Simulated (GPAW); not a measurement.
# NbRu (Pm-3m): the Nb L₃ absorption edge

How does the Nb L₃ edge of NbRu (Pm-3m) move when the bonds are compressed or stretched?

Main program and level: GPAW 26.7.0; X-ray absorption from dipole matrix elements to empty bands, plane-wave PAW LDA.

## (1) Set-up

It takes space group Pm-3m (No. 221, cubic). Conventional cell: a = 3.184 Å, b = 3.184 Å, c = 3.184 Å, α = 90.00°, β = 90.00°, γ = 90.00°. Nearest to Ru lie 8 Nb at 2.76 Å. Nearest to Nb lie 8 Ru at 2.76 Å. Farther neighbours are not listed.

Structure file:

```cif
data_structure
_symmetry_space_group_name_H-M 'P 1'
_symmetry_Int_Tables_number 1
_cell_length_a 3.1840
_cell_length_b 3.1840
_cell_length_c 3.1840
_cell_angle_alpha 90.000
_cell_angle_beta 90.000
_cell_angle_gamma 90.000
_cell_volume 32.28
loop_
_atom_site_label
_atom_site_type_symbol
_atom_site_fract_x
_atom_site_fract_y
_atom_site_fract_z
_atom_site_occupancy
Ru1 Ru 0.50000 0.50000 0.50000 1
Nb2 Nb 0.00000 0.00000 0.00000 1
```

## (2) The field without a hole

The ground state comes first: it tells whether the system has a gap, which decides how the excited electron is treated.

Contents of scf.py:

```python
import numpy as np
from ase import Atoms
from ase.parallel import parprint, paropen
from gpaw import GPAW, PW, FermiDirac, Mixer, MixerDif, setup_paths
from gpaw.test import gen
setup_paths.insert(0, '.')
gen('Nb', name='nch2p', xcname='LDA', corehole=(2, 1, 0), write_xml=True)
from gpaw.mpi import world
world.barrier()

atoms = Atoms('RuNb',
    cell=[[3.184, 0, 0],
     [0, 3.184, 0],
     [0, 0, 3.184]],
    scaled_positions=[[0.5, 0.5, 0.5],
     [0, 0, 0]],
    pbc=True)
atoms.calc = calc = GPAW(legacy_gpaw=True, mode=PW(430), xc='LDA', setups={1: 'nch2p'},
    kpts={'size': (8, 8, 8), 'gamma': True}, occupations=FermiDirac(0.05),
    charge=0, mixer=Mixer(0.1, 5, 50), maxiter=150,
    convergence={'density': 0.0001}, txt='scf.txt')
energy = atoms.get_potential_energy() + calc.get_reference_energy()
ef = calc.get_fermi_level()
out = dict(energy=energy, fermi=ef, forces=atoms.get_forces().tolist())
parprint(f'all-electron energy {energy:.4f} eV, Fermi level {ef:.4f} eV')
ev = np.array([[calc.get_eigenvalues(k, s) for k in range(len(calc.get_ibz_k_points()))] for s in range(calc.get_number_of_spins())])
out['homo'], out['lumo'], out['counts'] = ev[ev < ef].max(), ev[ev > ef].min(), sorted(set((ev < ef).sum((0, 2)).tolist()))
out['filled'] = (ev[:, 0] < ef).sum(1).tolist()
import json
with paropen('out.json', 'w') as f:
    json.dump(out, f)
```

Run with:

```sh
> OMP_NUM_THREADS=1 mpirun -n 2 gpaw python scf.py
```

Numbers of over 12 decimals in the logs are rounded to 6 here.

The log of the run:

```text
Input parameters:
  convergence: {density: 0.0001}
  kpts: {gamma: True,
         size: (8, 8, 8)}
  maxiter: 150
  mixer: {backend: pulay,
          beta: 0.1,
          method: separate,
          nmaxold: 5,
          weight: 50}
  mode: {ecut: 430.0,
         name: pw}
  occupations: {fixmagmom: False,
                name: fermi-dirac,
                width: 0.05}
  setups: {1: nch2p}

Initialize ...

[... PAW data sets ...]

Reference energy: -226918.945014  # eV

Spin-paired calculation

[... convergence settings ...]
Symmetries present (total): 48
  [... symmetry matrices ...]

512 k-points: 8 x 8 x 8 Monkhorst-Pack grid + [1/16,1/16,1/16]
35 k-points in the irreducible part of the Brillouin zone
       k-points in crystal coordinates                weights
   0:     0.00000000    0.00000000    0.00000000          1/512
   1:     0.12500000    0.00000000    0.00000000          6/512
   2:     0.12500000    0.12500000    0.00000000         12/512
   3:     0.12500000    0.12500000    0.12500000          8/512
   4:     0.25000000    0.00000000    0.00000000          6/512
   5:     0.25000000    0.12500000    0.00000000         24/512
   6:     0.25000000    0.12500000    0.12500000         24/512
   7:     0.25000000    0.25000000    0.00000000         12/512
   8:     0.25000000    0.25000000    0.12500000         24/512
   9:     0.25000000    0.25000000    0.25000000          8/512
          ...
  34:     0.50000000    0.50000000    0.50000000          1/512

Wave functions: Plane wave expansion
  Cutoff energy: 430.000 eV
  Number of coefficients (min, max): 619, 672
  Pulay-stress correction: 0.000000 eV/Ang^3 (de/decut=0.000000)
  Using FFTW library
  Wavefunction extrapolation:
    Improved wavefunction reuse through dual PAW basis

Occupation numbers: Fermi-Dirac:
  width: 0.0500  # eV

Eigensolver
   Davidson(niter=2)

Densities:
  Coarse grid: 16*16*16 grid
  Fine grid: 32*32*32 grid
  Total Charge: 0.000000

Density mixing:
  Method: separate
  Backend: pulay
  Linear mixing parameter: 0.1
  old densities: 5
  Width of damping distribution: 1.1
  Damping of long wavelength oscillations: 50

[... Hamiltonian set-up ...]
Number of atoms: 2
Number of atomic orbitals: 26
Number of bands in calculation: 22
Number of valence electrons: 29
Bands to converge: occupied

... initialized

Initializing position-dependent things.

Density initialized from atomic densities
Creating initial wave functions:
  22 bands from LCAO basis set

Positions:
   0 Ru     1.592000    1.592000    1.592000    ( 0.0000,  0.0000,  0.0000)
   1 Nb     0.000000    0.000000    0.000000    ( 0.0000,  0.0000,  0.0000)

Unit cell:
           periodic     x           y           z      points  spacing
  1. axis:    yes    3.184000    0.000000    0.000000    16     0.1990
  2. axis:    yes    0.000000    3.184000    0.000000    16     0.1990
  3. axis:    yes    0.000000    0.000000    3.184000    16     0.1990

  Lengths:   3.184000   3.184000   3.184000
  Angles:   90.000000  90.000000  90.000000

Effective grid spacing dv^(1/3) = 0.1990

iter:   1   -24.143223
iter:   2   -23.643491   -1.65  -1.19
iter:   3   -22.792980   -0.67  -1.25
iter:   4   -22.659186   -2.96  -1.78
iter:   5   -23.803031   -1.29  -1.89
iter:   6   -22.566269   -1.22  -1.41
iter:   7   -22.537805   -2.04  -2.14
iter:   8   -22.538009   -3.71  -2.88
iter:   9   -22.536188c  -3.68  -2.82
iter:  10   -22.536787c  -4.39  -3.25
iter:  11   -22.536079c  -4.36  -3.02
iter:  12   -22.536079c  -6.02  -3.91
iter:  13   -22.536100c  -6.09  -3.97
iter:  14   -22.536077c  -5.50  -3.71
iter:  15   -22.536075c  -7.10  -4.32c
iter:  16   -22.536075c  -8.03c -5.04c

Converged after 16 iterations.

Dipole moment: (-0.000000, -0.000000, -0.000000) |e|*Ang

Energy contributions relative to reference atoms: (reference = -226918.945014)

Kinetic:        -10.215115
Potential:       +0.841996
External:        +0.000000
XC:             -12.850100
Entropy (-ST):   -0.031794
Local:           -0.296958
SIC:             +0.000000
--------------------------
Free energy:    -22.551972
Extrapolated:   -22.536075

Showing only first 2 kpts
 Kpt  Band  Eigenvalues  Occupancy
  0    12     10.15250    2.00000
  0    13     10.15250    2.00000
  0    14     13.19228    0.00000
  0    15     13.19228    0.00000

  1    12     10.13138    2.00000
  1    13     10.26210    2.00000
  1    14     12.83565    0.00023
  1    15     13.32219    0.00000

Fermi level: 12.38193

No gap
No difference between direct/indirect transitions

Forces in eV/Ang:
  0 Ru   -0.00000    0.00000    0.00000
  1 Nb    0.00000   -0.00000    0.00000
Scalar-relativistic atomic LDA calculation for Nb (Niobium, Z=41)
Core hole in 2p state (2p occupation: 6.0)
750 radial gridpoints.
|------------------------------------------------|
|------------------------------------------------|
[... the atom generator's iteration count ...]

Energy contributions:
-------------------------
Kinetic:    +3924.349006
XC:          -114.535043
Potential:  -7624.229369
-------------------------
Total:      -3814.415406

state      eigenvalue         ekin         rmax
-----------------------------------------------
1s^2.0 :  -689.722700   874.891815        0.024
2s^2.0 :   -96.519975   176.274523        0.133
2p^6.0 :   -86.298415   170.197354        0.106
3s^2.0 :   -16.082518    45.911930        0.396
3p^6.0 :   -12.733504    42.470449        0.390
3d^10.0:    -7.224835    37.188218        0.334
4s^2.0 :    -2.147256    10.085405        1.029
4p^6.0 :    -1.272113     8.016821        1.121
4d^4.0 :    -0.117890     3.241775        1.505
5s^1.0 :    -0.154075     1.064641        3.054
5p^0.0 :    -0.044881     0.493518        4.186
-----------------------------------------------
(units: Bohr and Hartree)

Generating PAW setup
Kinetic energy of the core from tauc = 3913.54769768229
Cutoffs:
rc(s)=2.500
rc(p)=2.500
rc(d)=2.350
rc(vbar)=2.410
rc(comp)=2.400
rc(nct)=2.500

Kinetic energy of the core states: 3842.045532
Charge: 0.0
Core electrons: 28.0
Valence electrons: 13.0
Pseudo-core charge: 0.000676
Shape function alpha=1.736
Pseudo-electron charge 7.240382
state    eigenvalue         norm
--------------------------------
4s(2) :    -2.147256     0.451572
5s(1) :    -0.154075     0.979287
4p(6) :    -1.272113     0.378028
5p(0) :    -0.044881     0.981254
4d(4) :    -0.117890     0.772277
*d    :     0.882110
--------------------------------

Diagonalizing with gridspacing h=0.050

state   all-electron     PAW
-------------------------------
4s:      -2.147256    -2.147715
4p:      -1.272113    -1.273042
4d:      -0.117890    -0.118306
*f:                    0.064407
-------------------------------
all-electron energy -226941.4811 eV, Fermi level 12.3819 eV
```

Elapsed: 9.7 s, on 2 MPI ranks of Arm Neoverse V1, shared host; peak memory 0.16 GiB; 19 s of CPU time.

The mesh shows no gap, so the system is treated as a metal and the core electron is put at the Fermi level (neutral cell).

## (3) Reference energy of the supercell

The photon energy needs a difference of total energies, so the cell and mesh of the coming hole run are first run without a hole.

scf.py: that of step 2 with these lines changed.

```diff
@@ -10,11 +10,17 @@
 
-atoms = Atoms('RuNb',
-    cell=[[3.184, 0, 0],
-     [0, 3.184, 0],
-     [0, 0, 3.184]],
-    scaled_positions=[[0.5, 0.5, 0.5],
-     [0, 0, 0]],
+atoms = Atoms('Ru4Nb4',
+    cell=[[3.184, 3.184, 3.184],
+     [-3.184, 3.184, -3.184],
+     [-3.184, 3.184, 3.184]],
+    scaled_positions=[[0.5, 0, 0],
+     [0, 0.5, 0],
+     [0.5, 0.5, 0.5],
+     [0, 0, 0.5],
+     [0, 0, 0],
+     [0.5, 0.5, 0],
+     [0, 0.5, 0.5],
+     [0.5, 0, 0.5]],
     pbc=True)
-atoms.calc = calc = GPAW(legacy_gpaw=True, mode=PW(430), xc='LDA', setups={1: 'nch2p'},
-    kpts={'size': (8, 8, 8), 'gamma': True}, occupations=FermiDirac(0.05),
+atoms.calc = calc = GPAW(legacy_gpaw=True, mode=PW(430), xc='LDA', setups={4: 'nch2p'},
+    kpts={'size': (6, 6, 6), 'gamma': True}, occupations=FermiDirac(0.1),
     charge=0, mixer=Mixer(0.1, 5, 50), maxiter=150,
```

The log of the run:

```text
Input parameters:
  convergence: {density: 0.0001}
  kpts: {gamma: True,
         size: (6, 6, 6)}
  maxiter: 150
  mixer: {backend: pulay,
          beta: 0.1,
          method: separate,
          nmaxold: 5,
          weight: 50}
  mode: {ecut: 430.0,
         name: pw}
  occupations: {fixmagmom: False,
                name: fermi-dirac,
                width: 0.1}
  setups: {4: nch2p}

Initialize ...

[...]
5s(1) :    -0.154075     0.979287
4p(6) :    -1.272113     0.378028
5p(0) :    -0.044881     0.981254
4d(4) :    -0.117890     0.772277
*d    :     0.882110
--------------------------------

Diagonalizing with gridspacing h=0.050

state   all-electron     PAW
-------------------------------
4s:      -2.147256    -2.147715
4p:      -1.272113    -1.273042
4d:      -0.117890    -0.118306
*f:                    0.064407
-------------------------------
all-electron energy -907765.9754 eV, Fermi level 12.3595 eV
[key lines of the parts left out:]
Converged after 21 iterations.
Dipole moment: (0.000000, -0.000000, -0.000000) |e|*Ang
Free energy:    -90.407385
Fermi level: 12.35951
```

It took 77 s on 2 MPI ranks; peak memory 0.27 GiB; 2.6 min of CPU time.

Reference energy: -907765.975 eV with the cores included.

(Continued in part 2 of 3.)

[Banner, clock and machine lines of the logs are left out without a mark of their own.]

[Logs are printed without paths, hosts, clocks, repeated set-up lines and the standing remarks that a program may print on its own settings, such as how far it seeks lower states.]

[Hosts, paths, dates, database ids (printed as entryN), source tags and the programs' standing remarks are cut or masked in the printed files.]

[Lists of maxima count a maximum above −3 eV only where it reaches 4 % of the highest in the window and stands out from its surroundings by 2 % of it (1.5 % where it reaches 55 %); shoulders and weaker maxima are passed over, and of the rest the first, up to two pre-edge ones and the few strongest are named.]
